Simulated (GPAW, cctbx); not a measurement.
# By hand: from a DFT structure factor to an extinction distance in (ZnSe)1(BeTe)1

(ZnSe)1(BeTe)1, Pmm2 (no. 25), a = 4.0050 Å, b = 4.0304 Å, c = 5.7118 Å, α = 90.00°, β = 90.00°, γ = 90.00°.

| atom | mult. | x | y | z |
| --- | --- | --- | --- | --- |
| Te1 | 1 | 1/2 | 0 | 0.2751 |
| Se1 | 1 | 0 | 1/2 | 0.7261 |
| Zn1 | 1 | 0 | 0 | 0.9808 |
| Be1 | 1 | 1/2 | 1/2 | 0.5181 |

The cell is a (ZnSe)1(BeTe)1 superlattice along [001] of the zinc-blende type, started at the mean lattice constant and relaxed freely, with no substrate.

A DFT run (GPAW, PBE, 450 eV, 6×6×5 k-points (along the axes of the calculation cell), Fermi–Dirac width 0.1 eV) gives the static X-ray structure factor of 010 as 40.380 e for the conventional cell; superposed free atoms give 40.552 e. **Problem.** Find the Fourier component V of the crystal potential and the two-beam extinction distance at 80 kV in both cases.

**1. Geometry**

The cell volume is Ω = 92.20 Å³ and d(010) = 4.0304 Å, so g = 1/d = 0.2481 Å⁻¹.

**2. The nuclei**

Electrons feel nuclei as well as electrons, so the nuclear charges are summed with the same phases.

Phase sums Σ exp(2πi h·x), turned so that the total is real and positive: Te +1.000, Se -1.000, Zn +1.000, Be -1.000. Then F_Z = 52 × (+1.000) + 34 × (-1.000) + 30 × (+1.000) + 4 × (-1.000) = 44.00 e. The electron term has the same sign for this reflection.

**3. Mott–Bethe**

Poisson's equation, term by term, gives V = (e/4πε₀)(F_Z − F)/(πΩg²), with e/4πε₀ = 14.3996 V Å.

The prefactor is 14.3996 × 4.0304²/(π × 92.20) = 0.80757 V per electron. Free atoms: (44.00 − 40.552) × 0.80757 = 2.785 V. Crystal: (44.00 − 40.380) × 0.80757 = 2.923 V. F changes by -0.42 % and V by +5.0 %: the same 0.17 e is measured against F_Z − F = 3.4 e in place of F = 40.6 e.

**4. Extinction distance**

In the two-beam case ξ = 1/(λU) with U = 2γm₀eV/h², that is ξ = 150.41 V Å²/(γλV).

At 80 kV, λ = 0.04176 Å and γ = 1.1566. Free atoms: ξ = 1118 Å. Crystal: ξ = 1065 Å. The thickness fringes go as sin²(πt/ξ), so the two patterns slip by a quarter of a period when t|1/ξ₁ − 1/ξ₀| = 1/4, at t ≈ 561 nm. Thermal motion, absorption and many-beam coupling, left out here, change a real pattern.

**5. Answer**

V(010) is 2.92 V against 2.78 V, and ξ is 1065 against 1118 Å. Limits: static atoms, two beams.
